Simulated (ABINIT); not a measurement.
# Calculated records

**Beyond one shot: LiBH4 (F-43m)**

The structure is cubic, space group F-43m (No. 216). The conventional cell has a = 5.711 Å, b = 5.711 Å, c = 5.711 Å, α = 90.00°, β = 90.00°, γ = 90.00°. Nearest to Li lie 12 H at 2.37 Å. Nearest to B lie 4 H at 1.22 Å. H has 1 B at 1.22 Å nearest. Farther neighbours, and contacts between anions beyond the nearest, are not listed.

```
Li B H
1.0
     0.00000    2.85532    2.85532
     2.85532    0.00000    2.85532
     2.85532    2.85532    0.00000
Li B H
1 1 4
Cartesian
  0.0000 0.0000 0.0000
  2.8553 2.8553 2.8553
  2.1517 2.1517 2.1517
  2.1517 3.5589 3.5589
  3.5589 3.5589 2.1517
  3.5589 2.1517 3.5589
```

| Property | Result |
| --- | --- |
| method | RPA screening on PBEsol from quasiparticle energies and orbitals, plane waves, norm-conserving pseudopotentials (and 4 further levels or steps) |
| program | ABINIT 10.8.3 |
| settings | cutoff 34 Ha, PseudoDojo scalar-relativistic 0.4.1 standard, norm-conserving, ngkpt (4, 4, 4), nband 40, ecuteps 4 Ha, gwcalctyp 28, inclvkb 2, shiftk (0, 0, 0), symchi 1, awtr 1, frequency ppm, cycle 5, q points all but q = 0, 4×4×4 k-mesh |
| cost | 16 runs, 3.6 min in all on 4 MPI ranks of Arm Neoverse V2, shared host |
| notes | The cell and positions are those that the Materials Project relaxed with its own functionals (PBE, PBE+U or r2SCAN), kept fixed. The 4×4×4 mesh is coarse for this cell, which bears on the long-range parts of exchange and screening. |
| G0W0 | 8.386 eV |
| QSGW, cycle 1 | 8.845 eV |
| QSGW, cycle 2 | 9.410 eV |
| QSGW, cycle 3 | 9.481 eV |
| QSGW, cycle 4 | 9.512 eV |
| QSGW, cycle 5 | 9.512 eV |
| known limits | short of the basis limit; coarse k mesh |

Only the bands that the input lists are updated; the higher empty ones keep the functional's energies. QSGW ends at 9.51 eV, +1.13 eV from G0W0, after 5 cycles that took 3.4 min beside the first screening; the last moved the gap by 0.000 eV.

[Long decimals in the printed logs are rounded to 6 places.]

[Logs are printed without paths, hosts, clocks, repeated set-up lines and the standing remarks that a program may print on its own settings, such as how far it seeks lower states.]

[Paths, hosts, dates, memory and timing lines, banners, echoed tables and standing remarks are left out of the program output; an Ansatz launch command may be rebuilt from the run's recorded settings. Measured values are a selection of at most five: reports struck by readers or far from the other reports are left out. None is set beside runs whose start may be inverted or whose files or cutoffs have a known fault.]

[Runs of the session that timed out or met a known fault of the program may be left out.]

[Hosts, paths, dates, database ids (printed as entryN), source tags and the programs' standing remarks are cut or masked in the printed files.]

[G0W0 gaps are taken among the corrected bands and points alone; a level outside them can change the order at an edge.]

[Where Ansatz stands beside ABINIT at settings called matched, ABINIT's density can come from a denser mesh and the files from another edition; pairs whose starting gaps differed by over 0.03 eV were left out, so agreement reads better than it is.]
